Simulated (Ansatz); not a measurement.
# SrTiSe3: complex band structure

Aim: relax a made-up compound, SrTiSe3, and see how good a tunnel barrier it would be. It is built by putting Ti for Hf, Se for O in the SrHfO3 structure of space group Imma, with the volume rescaled by atomic radii. The parent structure comes from the Materials Project.

Program: Ansatz 0.2.0. Level of theory: r2SCAN DFT, plane waves, PAW files, in the first sound run; inputs show where later runs differ. Results are calculated unless marked as measured.

The structure was built from a prototype and need not be the compound's stable phase.

## Step 1: The structure

Symmetry: Imma, No. 74, orthorhombic system. Conventional cell: a = 6.422 Å, b = 9.037 Å, c = 6.448 Å, α = 90.00°, β = 90.00°, γ = 90.00°. Nearest to Sr lie 12 Se at 2.80 to 3.64 Å. Ti has 6 Se at 2.30 to 2.31 Å nearest. Nearest to Se lie 2 Ti at 2.30 Å and 4 Sr at 2.94 to 3.49 Å. Nearest to Se lie 2 Ti at 2.31 Å and 4 Sr at 2.80 to 3.64 Å. It derives from SrHfO3. Ti for Hf, Se for O in the SrHfO3 structure of space group Imma. Farther neighbours and most contacts between anions are not listed.

## Step 2: Cell and atoms at rest

The substituted atoms don't fit the parent's cell, so cell and atoms relax together. A small smearing keeps the run stable in case the gap closes on the way.

input.yaml

```yaml
crystal:
  lattice:
    - [-3.2108106824, 4.5185042645, 3.2242290955]
    - [3.2108106824, -4.5185042645, 3.2242290955]
    - [3.2108106824, 4.5185042645, -3.2242290955]
  atoms:
    - { symbol: Sr, position: [0.24225548, 0.49225548, 0.75] }
    - { symbol: Sr, position: [0.75774452, 0.50774452, 0.25] }
    - { symbol: Ti, position: [0.0, 0.0, 0.0] }
    - { symbol: Ti, position: [0.5, 0.0, 0.5] }
    - { symbol: Se, position: [0.78928059, 0.5, 0.78928059] }
    - { symbol: Se, position: [0.21071941, 0.0, 0.71071941] }
    - { symbol: Se, position: [0.21071941, 0.5, 0.21071941] }
    - { symbol: Se, position: [0.78928059, 0.0, 0.28928059] }
    - { symbol: Se, position: [0.67715003, 0.92715003, 0.75] }
    - { symbol: Se, position: [0.32284997, 0.07284997, 0.25] }
kpoints:
  mp_grid: { grid: [6, 6, 6] }
scf:
  occupations: { method: gaussian, width: 0.03 }
hamiltonian:
  xc: r2scan
output:
  forces: true
  stress: true
relax:
  f_tol: 0.02
  max_steps: 60
  cell: {}
```

Command:

```console
$ ansatz run input.yaml --threads 2 --pin off --max-ram 4096MiB --backend cpu --events-out ev --progress --plain --runs-dir out
```

Numbers of over 12 decimals in the logs are rounded to 6 here.

The log of the run:

```text
Engine: ansatz 0.2.0, aarch64-unknown-linux-gnu
Pseudopotentials: kind: paw
Pseudopotential: Sr, paw, valence charge 10, recommended cutoff 500 eV (meta_gga), Sr.paw.azcp
Pseudopotential: Ti, paw, valence charge 12, recommended cutoff 500 eV (meta_gga), Ti.paw.azcp
Pseudopotential: Se, paw, valence charge 16, recommended cutoff 500 eV (meta_gga), Se.paw.azcp
Functional definition: r2SCAN
  parameter k0 = 0.174
  parameter k1 = 0.065
  parameter a1 = 4.9479
  exchange = r2scan_x(k0 = k0, k1 = k1, a1 = a1)
  correlation = r2scan_c
Crystal: 10 atoms, lattice volume = 187.109 Å³
Basis set: ecut = 500 eV, 4717 PW (Γ), exchange–correlation on 192×192×192 points (64 copies of the dense FFT grid, shifted against one another)
Bands: 84, of which v1, the nominal top of the filled ones, is band 70 counted from 1 (69 counted from 0)
Symmetry: 8 space group operations
Space group: Imma (ITA 74), of the structure as read, at distance tolerance 5.7e-5 Å
k-points: 46 of 216
Non-local potential: Sr, projectors of the file, l = 0: 3, l = 1: 2, l = 2: 2
Non-local potential: Ti, projectors of the file, l = 0: 3, l = 1: 2, l = 2: 3, l = 3: 1
Non-local potential: Se, projectors of the file, l = 0: 2, l = 1: 2, l = 2: 3, l = 3: 1
PAW form: soft (Blöchl's): semilocal exchange-correlation on the pseudo side does not see the compensation charge
PAW frozen core: Sr, regenerated for the run's functional (the file was generated under x = pbe(κ = 0.804, μ = 0.219515), c = pbe(β = 0.066725))
PAW frozen core: Ti, regenerated for the run's functional (the file was generated under x = pbe(κ = 0.804, μ = 0.219515), c = pbe(β = 0.066725))
PAW frozen core: Se, regenerated for the run's functional (the file was generated under x = pbe(κ = 0.804, μ = 0.219515), c = pbe(β = 0.066725))
PAW one-centre angular grid: Sr, 302 points (default); XC on 160 Gauss nodes
PAW one-centre angular grid: Ti, 590 points (default); XC on 160 Gauss nodes
PAW one-centre angular grid: Se, 590 points (default); XC on 160 Gauss nodes
Initial density: superposition of atomic densities (neutral atoms: chi_scale 0, normalization atom), corrected by the library's trained network
Initial wavefunctions: pseudopotential atomic-orbital guess
Functional: x = r2scan, c = r2scan; τ floored in thin density (d = 2e-4 eV/Å³)
SCF iter   1: F=—  HF=-44998.172482 eV  |F-HF|=—  |Δ(HF+E_count)|=         —  Δρ=1.84e-2  dr2=9.52e-1  dr2_τ=1.47e-1  ethr=1.77e-3  ⟨swp⟩=7.4  Hψ=15736  notcnv=0  defer=53
preconditioner: auto → Kerker (q_TF=auto, 2.600 Å⁻¹)  [metal: Δε(μ)=0.023 eV  Ē_g=11.685 eV  σ=0.030 eV  W_gap=0.40  n_scr=58 (ndim 8)  ℏωp=21.0 eV  f_vac=0.000  D(μ)=1.35/eV (n_scr^D=0)]
SCF iter   2: F=—  HF=-44998.422060 eV  |F-HF|=—  |Δ(HF+E_count)|=   2.50e-1  Δρ=4.80e-3  dr2=3.53e-2  dr2_τ=1.90e-2  ethr=6.80e-4  ⟨swp⟩=3.0  Hψ=6805  notcnv=0  defer=297
SCF iter   3: F=—  HF=-44998.428106 eV  |F-HF|=—  |Δ(HF+E_count)|=   6.05e-3  Δρ=2.91e-3  dr2=1.73e-2  dr2_τ=6.42e-4  ethr=2.52e-5  ⟨swp⟩=2.0  Hψ=5570  notcnv=0  defer=297
SCF iter   4: F=—  HF=-44998.429686 eV  |F-HF|=—  |Δ(HF+E_count)|=   1.58e-3  Δρ=7.47e-4  dr2=1.74e-3  dr2_τ=7.66e-5  ethr=1.24e-5  ⟨swp⟩=2.0  Hψ=5107  notcnv=0  defer=297
SCF iter   5: F=—  HF=-44998.429144 eV  |F-HF|=—  |Δ(HF+E_count)|=   5.42e-4  Δρ=3.04e-4  dr2=3.73e-4  dr2_τ=7.74e-6  ethr=1.24e-6  ⟨swp⟩=2.0  Hψ=6658  notcnv=0  defer=297
SCF iter   6: F=—  HF=-44998.429114 eV  |F-HF|=—  |Δ(HF+E_count)|=   3.01e-5  Δρ=1.76e-4  dr2=8.75e-5  dr2_τ=3.57e-6  ethr=2.66e-7  ⟨swp⟩=2.0  Hψ=4822  notcnv=0  defer=297
SCF iter   7: F=—  HF=-44998.428988 eV  |F-HF|=—  |Δ(HF+E_count)|=   1.26e-4  Δρ=9.44e-5  dr2=3.07e-5  dr2_τ=8.50e-7  ethr=6.25e-8  ⟨swp⟩=2.0  Hψ=5246  notcnv=0  defer=297
SCF iter   8: F=—  HF=-44998.428987 eV  |F-HF|=—  |Δ(HF+E_count)|=   1.32e-6  Δρ=4.95e-5  dr2=8.17e-6  dr2_τ=9.33e-8  ethr=2.20e-8  ⟨swp⟩=1.6  Hψ=3664  notcnv=0  defer=297
SCF iter   9: F=—  HF=-44998.428986 eV  |F-HF|=—  |Δ(HF+E_count)|=   7.04e-7  Δρ=6.39e-6  dr2=1.01e-7  dr2_τ=9.98e-9  ethr=5.84e-9  ⟨swp⟩=2.0  Hψ=4339  notcnv=0  defer=297
SCF iter  10: F=-44998.428986 eV  HF=-44998.428986 eV  |F-HF|=2.63e-8  |Δ(HF+E_count)|=   5.18e-8  Δρ=3.73e-6  dr2=4.96e-8  dr2_τ=9.22e-10  ethr=7.14e-11  ⟨swp⟩=4.5  Hψ=12990  notcnv=0
SCF 1 converged in 10 iterations: F = -44998.428986 eV  dr2 = 4.96e-8
  greatest PAW one-centre occupation: 1.002 electrons in one spin orbital (limit 2), on the Ti atom at site 3 (counted from 0), in its partial waves of l = 1
relax step   1: F+E_penalty+E_count = -44998.42898590 eV  Δ(F+E_penalty+E_count) = +0.000e0 eV  max|allowed force component| = 5.607e-1 eV/Å  Δτ_max = 0.0000 Å  P = +34.459 GPa  Ω = 187.109 Å³  (10 SCF iters, dr2 threshold 1.00e-7 eV, accepted)
Crystal: 10 atoms, lattice volume = 212.500 Å³
Basis set: ecut = 500 eV, 5381 PW (Γ), exchange–correlation on 192×192×192 points (64 copies of the dense FFT grid, shifted against one another)
Initial density: handed on by an earlier stage of this run
Initial wavefunctions: those handed on with the density
iter 1 solved again at ethr=1.20e-3 eV; its pass at ethr=3.10e-3 eV (dr2=1.68e0 eV) is discarded
SCF iter   1: F=—  HF=-45001.468196 eV  |F-HF|=—  |Δ(HF+E_count)|=         —  Δρ=1.95e-2  dr2=1.68e0  dr2_τ=7.63e-1  ethr=1.20e-3  ⟨swp⟩=1.8  Hψ=17565  notcnv=0
preconditioner: auto → Resta (q_TF=auto, 2.545 Å⁻¹)  ε∞=4.2  [insulator: Δε(μ)=0.294 eV  Ē_g=11.049 eV  σ=0.030 eV  W_gap=1.00  n_scr=58 (ndim 8)  ℏωp=19.7 eV  f_vac=0.009  D(μ)=0.00/eV (n_scr^D=0)  ε∞_Penn≈4.2]
SCF iter   2: F=—  HF=-45002.376449 eV  |F-HF|=—  |Δ(HF+E_count)|=   9.08e-1  Δρ=1.98e-2  dr2=1.24e0  dr2_τ=9.92e-2  ethr=1.20e-3  ⟨swp⟩=3.7  Hψ=6970  notcnv=0  defer=33
SCF iter   3: F=—  HF=-45002.228727 eV  |F-HF|=—  |Δ(HF+E_count)|=   1.48e-1  Δρ=3.37e-3  dr2=3.82e-2  dr2_τ=5.68e-4  ethr=8.88e-4  ⟨swp⟩=3.0  Hψ=5298  notcnv=0  defer=270
SCF iter   4: F=—  HF=-45002.220836 eV  |F-HF|=—  |Δ(HF+E_count)|=   7.89e-3  Δρ=1.65e-3  dr2=6.58e-3  dr2_τ=3.83e-4  ethr=2.73e-5  ⟨swp⟩=2.6  Hψ=5420  notcnv=0  defer=286
SCF iter   5: F=—  HF=-45002.220475 eV  |F-HF|=—  |Δ(HF+E_count)|=   3.60e-4  Δρ=7.08e-4  dr2=1.14e-3  dr2_τ=4.01e-5  ethr=4.70e-6  ⟨swp⟩=2.0  Hψ=7050  notcnv=0  defer=286
SCF iter   6: F=—  HF=-45002.220552 eV  |F-HF|=—  |Δ(HF+E_count)|=   7.67e-5  Δρ=2.04e-4  dr2=6.46e-5  dr2_τ=5.90e-6  ethr=8.15e-7  ⟨swp⟩=2.0  Hψ=6706  notcnv=0  defer=286
SCF iter   7: F=—  HF=-45002.220462 eV  |F-HF|=—  |Δ(HF+E_count)|=   8.96e-5  Δρ=8.26e-5  dr2=2.29e-5  dr2_τ=7.95e-7  ethr=4.62e-8  ⟨swp⟩=3.0  Hψ=7075  notcnv=0  defer=286
[...]
SCF iter   8: F=-45003.592329 eV  HF=-45003.592329 eV  |F-HF|=1.40e-7  |Δ(HF+E_count)|=   6.77e-8  Δρ=1.11e-5  dr2=2.34e-7  dr2_τ=1.27e-8  ethr=7.14e-10  ⟨swp⟩=5.0  Hψ=16307  notcnv=0
SCF 3 converged in 8 iterations: F = -45003.592329 eV  dr2 = 2.34e-7
  greatest PAW one-centre occupation: 1.000 electrons in one spin orbital (limit 2), on the Se atom at site 6 (counted from 0), in its partial waves of l = 2
relax step   3: F+E_penalty+E_count = -45003.59232911 eV  Δ(F+E_penalty+E_count) = -1.372e0 eV  max|allowed force component| = 1.428e-1 eV/Å  Δτ_max = 0.0630 Å  P = +3.755 GPa  Ω = 235.785 Å³  energy of the carried Pulay correction = -6.733e-3 eV  (8 SCF iters, dr2 threshold 1.00e-6 eV, accepted)
[...]
relax step   4: F+E_penalty+E_count = -45003.73699630 eV  Δ(F+E_penalty+E_count) = -1.447e-1 eV  max|allowed force component| = 7.436e-2 eV/Å  Δτ_max = 0.0318 Å  P = +0.673 GPa  Ω = 245.314 Å³  energy of the carried Pulay correction = -7.876e-3 eV  (7 SCF iters, dr2 threshold 1.00e-6 eV, accepted)
[...]
relax step   5: F+E_penalty+E_count = -45003.74073186 eV  Δ(F+E_penalty+E_count) = -3.736e-3 eV  max|allowed force component| = 1.013e-1 eV/Å  Δτ_max = 0.0283 Å  P = -0.007 GPa  Ω = 247.714 Å³  energy of the carried Pulay correction = -8.156e-3 eV  (7 SCF iters, dr2 threshold 1.00e-6 eV, accepted)
[...]
relax step   6: F+E_penalty+E_count = -45003.74437841 eV  Δ(F+E_penalty+E_count) = -3.647e-3 eV  max|allowed force component| = 3.822e-2 eV/Å  Δτ_max = 0.0162 Å  P = +0.031 GPa  Ω = 247.747 Å³  energy of the carried Pulay correction = -8.160e-3 eV  (6 SCF iters, dr2 threshold 6.42e-7 eV, accepted)
[...]
relax step   7: F+E_penalty+E_count = -45003.74478913 eV  Δ(F+E_penalty+E_count) = -4.107e-4 eV  max|allowed force component| = 6.484e-3 eV/Å  Δτ_max = 0.0055 Å  P = +0.005 GPa  Ω = 247.816 Å³  energy of the carried Pulay correction = -8.168e-3 eV  (6 SCF iters, dr2 threshold 9.13e-8 eV, accepted)
Basis set: ecut = 500 eV, 6285 PW (Γ), exchange–correlation on 216×216×216 points (64 copies of the dense FFT grid, shifted against one another)
Initial wavefunctions: pseudopotential atomic-orbital guess (no wavefunctions were taken with the density)
iter 1 solved again at ethr=6.95e-7 eV; its pass at ethr=3.10e-3 eV (dr2=9.73e-4 eV) is discarded
SCF iter   1: F=—  HF=-45003.727955 eV  |F-HF|=—  |Δ(HF+E_count)|=         —  Δρ=1.24e-3  dr2=1.14e-4  dr2_τ=3.04e-4  ethr=6.95e-7  ⟨swp⟩=3.3  Hψ=26889  notcnv=0
preconditioner: auto → Resta (q_TF=auto, 2.481 Å⁻¹)  ε∞=4.2  [insulator: Δε(μ)=0.143 eV  Ē_g=10.190 eV  σ=0.030 eV  W_gap=1.00  n_scr=58 (ndim 8)  ℏωp=18.3 eV  f_vac=0.016  D(μ)=0.00/eV (n_scr^D=0)  ε∞_Penn≈4.2]
SCF iter   2: F=—  HF=-45003.749983 eV  |F-HF|=—  |Δ(HF+E_count)|=   2.20e-2  Δρ=6.30e-4  dr2=3.76e-5  dr2_τ=3.42e-4  ethr=8.13e-8  ⟨swp⟩=2.0  Hψ=6352  notcnv=0
SCF iter   3: F=—  HF=-45003.756019 eV  |F-HF|=—  |Δ(HF+E_count)|=   6.04e-3  Δρ=1.44e-4  dr2=7.56e-5  dr2_τ=6.07e-6  ethr=2.69e-8  ⟨swp⟩=2.0  Hψ=5614  notcnv=0
SCF iter   4: F=—  HF=-45003.756055 eV  |F-HF|=—  |Δ(HF+E_count)|=   3.67e-5  Δρ=4.15e-5  dr2=1.81e-6  dr2_τ=1.06e-6  ethr=2.69e-8  ⟨swp⟩=2.0  Hψ=5361  notcnv=0
SCF iter   5: F=—  HF=-45003.755997 eV  |F-HF|=—  |Δ(HF+E_count)|=   5.83e-5  Δρ=7.51e-6  dr2=1.35e-7  dr2_τ=1.10e-8  ethr=1.29e-9  ⟨swp⟩=2.0  Hψ=5244  notcnv=0
SCF iter   6: F=—  HF=-45003.755997 eV  |F-HF|=—  |Δ(HF+E_count)|=   5.24e-8  Δρ=1.60e-6  dr2=8.83e-9  dr2_τ=3.99e-10  ethr=9.62e-11  ⟨swp⟩=2.0  Hψ=5612  notcnv=0
SCF iter   7: F=—  HF=-45003.755997 eV  |F-HF|=—  |Δ(HF+E_count)|=   4.21e-9  Δρ=4.63e-7  dr2=8.12e-10  dr2_τ=4.07e-11  ethr=6.31e-12  ⟨swp⟩=2.0  Hψ=6900  notcnv=0
SCF iter   8: F=-45003.755997 eV  HF=-45003.755997 eV  |F-HF|=7.28e-11  |Δ(HF+E_count)|=  4.37e-10  Δρ=1.64e-7  dr2=9.30e-11  dr2_τ=2.53e-12  ethr=1.00e-12  ⟨swp⟩=3.0  Hψ=17214  notcnv=0
SCF 8 converged in 8 iterations: F = -45003.755997 eV  dr2 = 9.30e-11
relax step   8: F+E_penalty+E_count = -45003.75599712 eV  Δ(F+E_penalty+E_count) = -1.121e-2 eV  max|allowed force component| = 5.991e-3 eV/Å  Δτ_max = 0.0000 Å  P = +0.011 GPa  Ω = 247.816 Å³  stress off target by 3.84e-2 GPa  SCF on the basis re-selected at this cell (its energy is not comparable with the rows above)  (8 SCF iters)
basis re-selected at this cell: Δ(F+E_penalty+E_count) = -1.121e-2 eV, ΔP = +0.006 GPa vs the last step (what re-selecting the basis moved, of the pressure what is left beyond the Pulay correction that the steps carried, after the strain that the cell walked since its last selection, with what the two solves' SCF thresholds leave and, on support functions, any second-order correction that the steps lacked; it is no measure of the basis error at this ecutwfc). The dense FFT grid was sized anew with the basis: this SCF ran on 54×54×54 points, the steps before it on 48×48×48, so part of this shift can come from that change (see relax.cell in the input reference). [rest of the remark cut]
SCF converged after 8 iterations
Free energy (F): -45003.755997 eV
Harris-Foulkes:  -45003.755997 eV  (|F-HF|=7.28e-11)
Internal energy: -45003.755996 eV  (E = F + TS)
E sigma→0 (E₀):  -45003.755997 eV
Entropy (-TS):   -0.000001 eV (-0.000 meV/atom)
Fermi energy:    8.705985 eV
--- Per-component energies (eV) ---
  E_band       = -2915.415759
  E_kinetic    = 1751.744226
  E_local      = -18534.855537  (includes V_loc(G=0)·N_el)
  E_nonlocal   = -3163.229909
  E_hartree    = 8708.899202
  E_xc         = -1108.960425
  E_vxc        = -1262.611915  (∫ρ·V_xc dr)
  E_paw        = -19089.180990  (= ΣΔE_a)
  E_vpaw       = 807.878054  (= ΣTr[D̂ρ^β])
  E_aug_tail   = -0.001093  (compensation charges beyond the density's cutoff)
  E_vtau       = 67.861627  (kinetic-family band-sum trace: ∫τ·v_τ [+ j·A + Jᵃ·Aᵃ] dr)
  E_ewald      = -13556.783861
  E_core_change = -11.387609  (= ΣΔE_core)
  E_smearing   = -0.000001  (= −TS)
  E_closure    = -0.000000  (closes the sum)
  Σ components = -45003.755997   (vs F -45003.755997, Δ=0.00e0)
--- Forces (eV/Å), atoms counted from 1 ---
  atom   1  Sr    -0.00000000    -0.00000000     0.00599051
  atom   2  Sr     0.00000000     0.00000000    -0.00599051
  atom   3  Ti     0.00000000     0.00000000     0.00000000
  atom   4  Ti     0.00000000    -0.00000000     0.00000000
  atom   5  Se    -0.00000000     0.00023585    -0.00000000
  atom   6  Se     0.00000000    -0.00023585    -0.00000000
  atom   7  Se     0.00000000    -0.00023585    -0.00000000
  atom   8  Se    -0.00000000     0.00023585    -0.00000000
  atom   9  Se     0.00000000     0.00000000     0.00167762
  atom  10  Se    -0.00000000    -0.00000000    -0.00167762
  max |Σ_I F_I| component: 4.77e-18 eV/Å
--- Stress (GPa, compression-positive) ---
        0.038418       0.000000       0.000000
        0.000000      -0.009171      -0.000000
        0.000000      -0.000000       0.004397
  P = ⅓ Tr σ = 0.0112 GPa (0.112 kbar)
--- Relaxed structure (7 steps of the walk, 7 accepted, 1 SCFs on fresh bases) ---
  F+E_penalty+E_count = -45003.75599712 eV   max|allowed force component| = 5.991e-3 eV/Å   (the final SCF, on the basis selected at the relaxed cell)
  cell:  # Å, volume = 247.8155 Å³
    - [-3.506747, 4.919878, 3.590954]
    - [3.506747, -4.919878, 3.590954]
    - [3.506747, 4.919878, -3.590954]
  atoms:
    - { symbol: Sr, position: [0.236438, 0.486438, 0.75] }
    - { symbol: Sr, position: [0.763562, 0.513562, 0.250000] }
    - { symbol: Ti, position: [1.9160402657435953e-19, 1.2441882755152895e-19, 0] }
    - { symbol: Ti, position: [0.5, 1.24418827551529e-19, 0.5] }
    - { symbol: Se, position: [0.799518, 0.500000, 0.799518] }
    - { symbol: Se, position: [0.200482, 1.1102230246251565e-16, 0.700482] }
    - { symbol: Se, position: [0.200482, 0.500000, 0.200482] }
    - { symbol: Se, position: [0.799518, 2.7755575615628914e-17, 0.299518] }
    - { symbol: Se, position: [0.659697, 0.909697, 0.75] }
    - { symbol: Se, position: [0.340303, 0.090303, 0.250000] }
```

Elapsed: 4.6 min, on 2 threads of Arm Neoverse V2, shared host; peak memory 1.7 GiB.

The steps of the relaxation:

| step | energy less that of the first step (eV) | largest force component (eV/Å) | pressure (GPa) | volume (Å³) |
| --- | --- | --- | --- | --- |
| 1 | 0.0000 | 0.5607 | 34.46 | 187.11 |
| 2 | -3.7915 | 0.3946 | 14.65 | 212.50 |
| 3 | -5.1633 | 0.1428 | 3.76 | 235.79 |
| 4 | -5.3080 | 0.0744 | 0.67 | 245.31 |
| 5 | -5.3117 | 0.1013 | -0.01 | 247.71 |
| 6 | -5.3154 | 0.0382 | 0.03 | 247.75 |
| 7 | -5.3158 | 0.0065 | 0.01 | 247.82 |
| 8* | -5.3270 | 0.0060 | 0.01 | 247.82 |

Relaxation steps marked * repeat the geometry before them on a plane-wave basis chosen anew for their cell, so energy and pressure can jump there.

Forces are held to the 8 operations that the run works with; a distortion that breaks them can't arise in this run.

```csv
"conventional cell, symmetrised",before,after,change
a (Å),6.422,7.013,+9.2 %
b (Å),9.037,9.840,+8.9 %
c (Å),6.448,7.182,+11.4 %
volume (Å³/atom),18.71,24.78,+32.4 %
```

The atoms that moved most (Å, as changes of fractional coordinates times the final cell):

```csv
atom,dx,dy,dz,length
Se9,0.000,0.000,-0.125,0.125
Se10,0.000,0.000,0.125,0.125
Se7,0.000,-0.101,0.000,0.101
Se5,0.000,0.101,0.000,0.101
Se8,0.000,0.101,0.000,0.101
Se6,0.000,-0.101,0.000,0.101
Sr2,0.000,0.000,0.042,0.042
Sr1,0.000,0.000,-0.042,0.042
```

Numbers from this step:

```yaml
free_energy: -45003.7560 eV
fermi_energy: 8.706 eV
pressure: 0.01121 GPa
```

The largest force component on a free atom ends at 0.0060 eV/Å.

[end of part 1 of 3]

[Logs are printed without paths, hosts, clocks, repeated set-up lines and the standing remarks that a program may print on its own settings, such as how far it seeks lower states.]

[Hosts, paths, dates, database ids (printed as entryN), source tags and the programs' standing remarks are cut or masked in the printed files.]
